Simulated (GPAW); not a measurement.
## Dielectric function and optical constants of KTaO3

Aim: the dielectric function of KTaO3, and the optical constants that follow from it.

Main program and level: GPAW 26.7.0; DFT, LDA, plane-wave PAW (GPAW data sets), scalar-relativistic, RPA, optical limit.

**1. The structure**

Symmetry: Pm-3m, No. 221, cubic system. The conventional cell has a = 3.988 Å, b = 3.988 Å, c = 3.988 Å, α = 90.00°, β = 90.00°, γ = 90.00°. Nearest to Ta lie 6 O at 1.99 Å. K has 12 O at 2.82 Å nearest. Nearest to O lie 2 Ta at 1.99 Å and 4 K at 2.82 Å. Farther neighbours and most contacts between anions are not listed.

**2. Ground state**

The self-consistent density comes first; it also tells whether there is a gap, which decides the occupations and the need for a Drude term.

This step: DFT, LDA, plane-wave PAW (GPAW data sets), scalar-relativistic, ground state (GPAW 26.7.0).

Input file gs.py:

```python
from ase import Atoms
from ase.dft.bandgap import bandgap
from gpaw import GPAW, PW, FermiDirac

atoms = Atoms(['Ta', 'K', 'O', 'O', 'O'],
              cell=[[3.988300000000, 0.000000000000, 0.000000000000],
                    [0.000000000000, 3.988300000000, 0.000000000000],
                    [0.000000000000, 0.000000000000, 3.988300000000]],
              scaled_positions=[[0.000000000000, 0.000000000000, 0.000000000000],
                                [0.500000000000, 0.500000000000, 0.500000000000],
                                [0.000000000000, 0.000000000000, 0.500000000000],
                                [0.000000000000, 0.500000000000, 0.000000000000],
                                [0.500000000000, 0.000000000000, 0.000000000000]],
              pbc=[True, True, True])
atoms.calc = GPAW(mode=PW(500), xc='LDA', kpts={'size': (6, 6, 6), 'gamma': True},
                  occupations=FermiDirac(0.05), maxiter=150, txt='gs.txt')
print('energy (eV)', atoms.get_potential_energy())
print('Fermi level (eV)', atoms.calc.get_fermi_level())
print('valence electrons', atoms.calc.get_number_of_electrons())
print('gap (eV)', bandgap(atoms.calc, output=None)[0])
print('direct gap (eV)', bandgap(atoms.calc, direct=True, output=None)[0])
atoms.calc.write('gs.gpw')
```

Started as:

```
$ OMP_NUM_THREADS=1 python gs.py
```

Numbers of over 12 decimals in the logs are rounded to 6 here.

The log of the run:

```text
__  _  _
 | _ |_)|_||  |
 |__||  | ||/\| - 26.7.0

Versions:
  Python: 3.12.14
  ASE:    3.29.0
  Numpy:  2.5.5
  Scipy:  1.18.1
  Libxc:  7.0.0

Input parameters:
  mode=PW(ecut=500.0),
  kpts=MonkhorstPack(size=(6, 6, 6), gamma=True),
  maxiter=150,
  occupations=Occupations(name='fermi-dirac', width=0.05, fixmagmom=False),
  xc=XC(name='LDA')

Diagonalizing LCAO Hamiltonian
Converting LCAO to pw mode
   .---------.
  /|         |
 * |         |
 | |         |
 | |   K     |
 O .---------.
 |O         /
 Ta---O----*

Atoms  # Å, Bohr magnetons
|   | symbol |        x |        y |        z |    initial magnetic moments |
| 0 |     Ta | 0.000000 | 0.000000 | 0.000000 | ( 0.0000,  0.0000,  0.0000) |
| 1 |      K | 1.994150 | 1.994150 | 1.994150 | ( 0.0000,  0.0000,  0.0000) |
| 2 |      O | 0.000000 | 0.000000 | 1.994150 | ( 0.0000,  0.0000,  0.0000) |
| 3 |      O | 0.000000 | 1.994150 | 0.000000 | ( 0.0000,  0.0000,  0.0000) |
| 4 |      O | 1.994150 | 0.000000 | 0.000000 | ( 0.0000,  0.0000,  0.0000) |

Unit cell  # Å
| periodic |        x |        y |        z |  lengths |    angles |
|      yes | 3.988300 | 0.000000 | 0.000000 | 3.988300 | 90.000000 |
|      yes | 0.000000 | 3.988300 | 0.000000 | 3.988300 | 90.000000 |
|      yes | 0.000000 | 0.000000 | 3.988300 | 3.988300 | 90.000000 |

Number of symmetries: 48
Symmetry operations  # r_c * U_cc + t_c -> r_c
|    | kind |            matrix            |
|  0 |  E   |  1, 0, 0,  0, 1, 0,  0, 0, 1 |
|  1 |  σ   |  1, 0, 0,  0, 1, 0,  0, 0,-1 |
|  2 |  σ   |  1, 0, 0,  0, 0, 1,  0, 1, 0 |
|  3 |  C4  |  1, 0, 0,  0, 0, 1,  0,-1, 0 |
|  4 |  C4  |  1, 0, 0,  0, 0,-1,  0, 1, 0 |
|  5 |  σ   |  1, 0, 0,  0, 0,-1,  0,-1, 0 |
|  6 |  σ   |  1, 0, 0,  0,-1, 0,  0, 0, 1 |
|  7 |  C2  |  1, 0, 0,  0,-1, 0,  0, 0,-1 |
|  8 |  σ   |  0, 1, 0,  1, 0, 0,  0, 0, 1 |
|  9 |  C2  |  0, 1, 0,  1, 0, 0,  0, 0,-1 |
| 10 |  C3  |  0, 1, 0,  0, 0, 1,  1, 0, 0 |
| 11 |  S6  |  0, 1, 0,  0, 0, 1, -1, 0, 0 |
| 12 |  S6  |  0, 1, 0,  0, 0,-1,  1, 0, 0 |
| 13 |  C3  |  0, 1, 0,  0, 0,-1, -1, 0, 0 |
| 14 |  C4  |  0, 1, 0, -1, 0, 0,  0, 0, 1 |
| 15 |  S4  |  0, 1, 0, -1, 0, 0,  0, 0,-1 |
| 16 |  C3  |  0, 0, 1,  1, 0, 0,  0, 1, 0 |
| 17 |  S6  |  0, 0, 1,  1, 0, 0,  0,-1, 0 |
| 18 |  σ   |  0, 0, 1,  0, 1, 0,  1, 0, 0 |
| 19 |  C4  |  0, 0, 1,  0, 1, 0, -1, 0, 0 |
| 20 |  C2  |  0, 0, 1,  0,-1, 0,  1, 0, 0 |
| 21 |  S4  |  0, 0, 1,  0,-1, 0, -1, 0, 0 |
| 22 |  S6  |  0, 0, 1, -1, 0, 0,  0, 1, 0 |
| 23 |  C3  |  0, 0, 1, -1, 0, 0,  0,-1, 0 |
| 24 |  S6  |  0, 0,-1,  1, 0, 0,  0, 1, 0 |
| 25 |  C3  |  0, 0,-1,  1, 0, 0,  0,-1, 0 |
| 26 |  C4  |  0, 0,-1,  0, 1, 0,  1, 0, 0 |
| 27 |  σ   |  0, 0,-1,  0, 1, 0, -1, 0, 0 |
| 28 |  S4  |  0, 0,-1,  0,-1, 0,  1, 0, 0 |
| 29 |  C2  |  0, 0,-1,  0,-1, 0, -1, 0, 0 |
| 30 |  C3  |  0, 0,-1, -1, 0, 0,  0, 1, 0 |
| 31 |  S6  |  0, 0,-1, -1, 0, 0,  0,-1, 0 |
| 32 |  C4  |  0,-1, 0,  1, 0, 0,  0, 0, 1 |
| 33 |  S4  |  0,-1, 0,  1, 0, 0,  0, 0,-1 |
| 34 |  S6  |  0,-1, 0,  0, 0, 1,  1, 0, 0 |
| 35 |  C3  |  0,-1, 0,  0, 0, 1, -1, 0, 0 |
| 36 |  C3  |  0,-1, 0,  0, 0,-1,  1, 0, 0 |
| 37 |  S6  |  0,-1, 0,  0, 0,-1, -1, 0, 0 |
| 38 |  σ   |  0,-1, 0, -1, 0, 0,  0, 0, 1 |
| 39 |  C2  |  0,-1, 0, -1, 0, 0,  0, 0,-1 |
| 40 |  σ   | -1, 0, 0,  0, 1, 0,  0, 0, 1 |
| 41 |  C2  | -1, 0, 0,  0, 1, 0,  0, 0,-1 |
| 42 |  C2  | -1, 0, 0,  0, 0, 1,  0, 1, 0 |
| 43 |  S4  | -1, 0, 0,  0, 0, 1,  0,-1, 0 |
| 44 |  S4  | -1, 0, 0,  0, 0,-1,  0, 1, 0 |
| 45 |  C2  | -1, 0, 0,  0, 0,-1,  0,-1, 0 |
| 46 |  C2  | -1, 0, 0,  0,-1, 0,  0, 0, 1 |
| 47 |  i   | -1, 0, 0,  0,-1, 0,  0, 0,-1 |

BZ-sampling:
  Number of BZ points: 216
  Number of IBZ points: 20

  Monkhorst-Pack size: [6, 6, 6]
  Monkhorst-Pack shift: [0.083333, 0.083333, 0.083333]

K-points  # in reciprocal-cell coordinates
|     |                                coordinates |     weight |
|   0 | (  0.00000000,   0.00000000,   0.00000000) | 0.00462963 |
|   1 | (  0.16666667,   0.00000000,   0.00000000) | 0.02777778 |
|   2 | (  0.16666667,   0.16666667,   0.00000000) | 0.05555556 |
|   3 | (  0.16666667,   0.16666667,   0.16666667) | 0.03703704 |
|   4 | (  0.33333333,   0.00000000,   0.00000000) | 0.02777778 |
|   5 | (  0.33333333,   0.16666667,   0.00000000) | 0.11111111 |
|   6 | (  0.33333333,   0.16666667,   0.16666667) | 0.11111111 |
|   7 | (  0.33333333,   0.33333333,   0.00000000) | 0.05555556 |
|   8 | (  0.33333333,   0.33333333,   0.16666667) | 0.11111111 |
|   9 | (  0.33333333,   0.33333333,   0.33333333) | 0.03703704 |
| ... |                                            |            |
|  19 | (  0.50000000,   0.50000000,   0.50000000) | 0.00462963 |

Plane wave coefficients: 1640
Cutoff: 500.0 eV

Spin-components: 1 (collinear spins)
Bands:           28
Projectors:      26
Spin-degeneracy: 2
Datatype:        complex128

Parallelization:
  kpt:    1
  domain: 1
  band:   1

Density:
  Valence electrons: 40.0
  Components: 1
  Grid points: [21 21 21]
  Charge: 0.0  # |e|

Potential:
  Grid points: [21 21 21]

species:
  Ta:
    name:    Tantalum
    id:
    Z:       73.0
    valence: 13
    core:    60
    charge:  0.0  # [|e|]
    compensation charges:
      type: gauss
      rc: 0.42  # [Å]
      lmax: 2
    cutoffs:
      filter: 2.36  # [Å]
      core: 3.45  # [Å]
    projectors
    | kind |    occ | energy [eV] | rcut [Å] |
    |   5s |  2.000 |     -72.979 |    1.365 |
    |   6s |  2.000 |      -5.599 |    1.365 |
    |   5p |  6.000 |     -39.590 |    1.349 |
    |   6p |  0.000 |      -1.483 |    1.349 |
    |   5d |  3.000 |      -3.794 |    1.307 |
    |    d |        |      23.417 |    1.307 |

    Using partial waves for Ta as LCAO basis

  K:
    name:    Potassium
    id:
    Z:       19.0
    valence: 9
    core:    10
    charge:  0.0  # [|e|]
    compensation charges:
      type: gauss
      rc: 0.35  # [Å]
      lmax: 2
    cutoffs:
      filter: 1.91  # [Å]
      core: 1.27  # [Å]
    projectors
    | kind |    occ | energy [eV] | rcut [Å] |
    |   3s |  2.000 |     -35.177 |    1.122 |
    |   4s |  1.000 |      -2.428 |    1.122 |
    |   3p |  6.000 |     -18.839 |    1.106 |
    |    p |        |       8.373 |    1.106 |
    |    d |        |       0.000 |    0.937 |

    Using partial waves for K as LCAO basis

  O:
    name:    Oxygen
    id:
    Z:       8.0
    valence: 6
    core:    2
    charge:  0.0  # [|e|]
    compensation charges:
      type: gauss
      rc: 0.21  # [Å]
      lmax: 2
    cutoffs:
      filter: 1.17  # [Å]
      core: 0.83  # [Å]
    projectors
    | kind |    occ | energy [eV] | rcut [Å] |
    |   2s |  2.000 |     -23.752 |    0.688 |
    |   2p |  4.000 |      -9.195 |    0.598 |
    |    s |        |       3.459 |    0.688 |
    |    p |        |      18.016 |    0.598 |
    |    d |        |       0.000 |    0.619 |

    Using partial waves for O as LCAO basis

Reference energy: -446346.713772  # eV

eigensolver:
  PPCG
  Converge bands: occupied
  niter=2

density mixing:
  MSR1-Mixer
  Pratt-step length: 0.05
  Maximum mixing coefficient: 0.75
  Old densities: 10
  SVD Regularization: 0.005
  Good broyden scale: 1.0
  Trust region scale: 1.0
  Backstep threshold: 4.0
  History deletion threshold: 6.0
  Fourier metric: weight=20.0, sigma=0.015

occupation numbers:
  Fermi-Dirac:
    width: 0.0500  # eV

poisson solver:
  ecut: 4000.0  # eV

xc functional:
  name: None

convergence criteria:
- Maximum [total energy] change in last 3 cyles: 0.0005 eV / valence electron
- Maximum integral of absolute [dens]ity change: 0.0001 electrons / valence electron
- Maximum integral of absolute [eigenst]ate change: 4e-08 eV^2 / valence electron
maximum number of iterations: 150

SCF iterations
|iter     |      energy | eigst |  dens |
|iter:   1||  -48.067988 | -0.13 |       |
|iter:   2||  -46.587601 | -1.76 | -0.89 |
|iter:   3||  -42.997272 | -0.52 | -0.95 |
|iter:   4||  -42.927065 | -2.25 | -1.56 |
|iter:   5||  -42.907929 | -3.03 | -1.78 |
|iter:   6||  -42.906752 | -4.14 | -2.68 |
|iter:   7||  -42.906770c| -5.27 | -3.17 |
|iter:   8||  -42.906772c| -6.91 | -3.76 |
|iter:   9||  -42.906772c| -7.61c| -4.52c|

Converged in 9 steps
SCF loop duration: 12.196 s (1.355 s/step)
Energy contributions relative to reference atoms: (reference = -446346.713772)

Energy contributions:
  Kinetic:          19.926559
  Coulomb:         -24.060059
  Zero:             -0.684185
  External:          0.000000
  Xc:              -38.089086
  Entropy:          -0.000000
  Spinorbit:         0.000000
  ----------------------------
  Free energy:     -42.906772
  Extrapolated:    -42.906772

dipole moment: (-36.875608, -36.875608, -36.875608)  # |e|*Ang

Fermi level: 6.059
Eigenvalues  # (at kpt = [0.000, 0.000, 0.000])
| band index |      eig [eV] | occ [0-2] |
|          0 |       -62.296 |     2.000 |
|        ... |               |           |
|         12 |         2.605 |     2.000 |
|         13 |         2.605 |     2.000 |
|         14 |         3.977 |     2.000 |
|         15 |         3.977 |     2.000 |
|         16 |         3.977 |     2.000 |
|         17 |         4.395 |     2.000 |
|         18 |         4.395 |     2.000 |
|         19 |         4.395 |     2.000 |
|         20 |         7.074 |     0.000 |
|         21 |         7.074 |     0.000 |
|         22 |         7.074 |     0.000 |
|         23 |        11.406 |     0.000 |
|         24 |        11.786 |     0.000 |
|         25 |        11.786 |     0.000 |
|         26 |        12.812 |     0.000 |
|         27 |        12.812 |     0.000 |

Gap: 2.038 eV
Transition (v -> c):
  (s=0, k=18, n=19, [0.50, 0.50, 0.33]) -> (s=0, k=0, n=20, [0.00, 0.00, 0.00])
Direct/indirect transitions are different
Direct gap: 2.678 eV
Transition at: (s=0, k=0, n=19, [0.00, 0.00, 0.00])

--- standard output ---
energy (eV) -42.906772
Fermi level (eV) 6.059230
valence electrons 40.0
gap (eV) 2.038053
direct gap (eV) 2.678357
```

Wall time 14 s (1 thread of Arm Neoverse V2, shared host); peak memory 0.16 GiB.

Read-outs, printed or worked out from the files:

| Quantity | Value |
| --- | --- |
| energy | -42.91 eV |
| Fermi energy | 6.059 eV |
| gap on the k-mesh | 2.038 eV |
| direct gap on the mesh | 2.678 eV |
| electrons | 40 |

There is a gap, 2.04 eV on this mesh (points off the mesh can give less), so no carriers' term is needed.

**3. Bands for the response**

At the fixed density, many empty bands are solved on the mesh of the response, since the spectrum sums over them.

This step: DFT, LDA, plane-wave PAW (GPAW data sets), scalar-relativistic, bands at fixed density (GPAW 26.7.0).

Input file nscf.py:

```python
from ase.dft.bandgap import bandgap
from gpaw import GPAW, FermiDirac

calc = GPAW('gs.gpw').fixed_density(kpts={'size': (8, 8, 8), 'gamma': True}, nbands=56, convergence={'bands': 50},
                                    occupations=FermiDirac(0.001), txt='nscf.txt')
print('gap (eV)', bandgap(calc, output=None)[0])
print('direct gap (eV)', bandgap(calc, direct=True, output=None)[0])
print('top band over the Fermi level (eV)', min(calc.get_eigenvalues(kpt=k)[49] for k in range(len(calc.get_ibz_k_points()))) - calc.get_fermi_level())
calc.write('full.gpw', mode='all')
```

Started as:

```
$ OMP_NUM_THREADS=1 python nscf.py
```

The log of the run:

```text
Diagonalizing LCAO Hamiltonian
Converting LCAO to pw mode
convergence criteria:
- Maximum integral of absolute [eigenst]ate change: 4e-08 eV^2 / valence electron
maximum number of iterations: 150

SCF iterations
|iter     |      energy | eigst |  dens |
|iter:   1||             | +3.22 |       |
|iter:   2||             | +2.05 |       |
|iter:   3||             | +0.89 |       |
|iter:   4||             | -0.40 |       |
|iter:   5||             | -1.35 |       |
|iter:   6||             | -2.43 |       |
|iter:   7||             | -3.28 |       |
|iter:   8||             | -4.28 |       |
|iter:   9||             | -5.12 |       |
|iter:  10||             | -6.11 |       |
|iter:  11||             | -6.92 |       |
|iter:  12||             | -7.60c|       |
SCF steps: 12
  __  _  _
 | _ |_)|_||  |
 |__||  | ||/\| - 26.7.0

Versions:
  Python: 3.12.14
  ASE:    3.29.0
  Numpy:  2.5.5
  Scipy:  1.18.1
  Libxc:  7.0.0

Input parameters:
  mode=PW(ecut=500.0),
  convergence={'bands': 50},
  gpts=array([21, 21, 21]),
  kpts=MonkhorstPack(size=(8, 8, 8), gamma=True),
  maxiter=150,
  nbands=56,
  occupations=Occupations(name='fermi-dirac', width=0.001, fixmagmom=False),
  parallel={},
  xc=XC(name='LDA')

--- standard output ---
gap (eV) 2.033581
direct gap (eV) 2.678357
top band over the Fermi level (eV) 27.139703
```

Run time: 56 s. Hardware: 1 thread; peak memory 0.22 GiB.

This step gave:

* gap on the k-mesh: 2.034 eV

(Part 1 of 2 ends here.)

[Machine, clock and banner lines and Python warnings are left out of the logs.]

[Logs are printed without paths, hosts, clocks, repeated set-up lines and the standing remarks that a program may print on its own settings, such as how far it seeks lower states.]

[Hosts, paths, dates, database ids (printed as entryN), source tags and the programs' standing remarks are cut or masked in the printed files.]
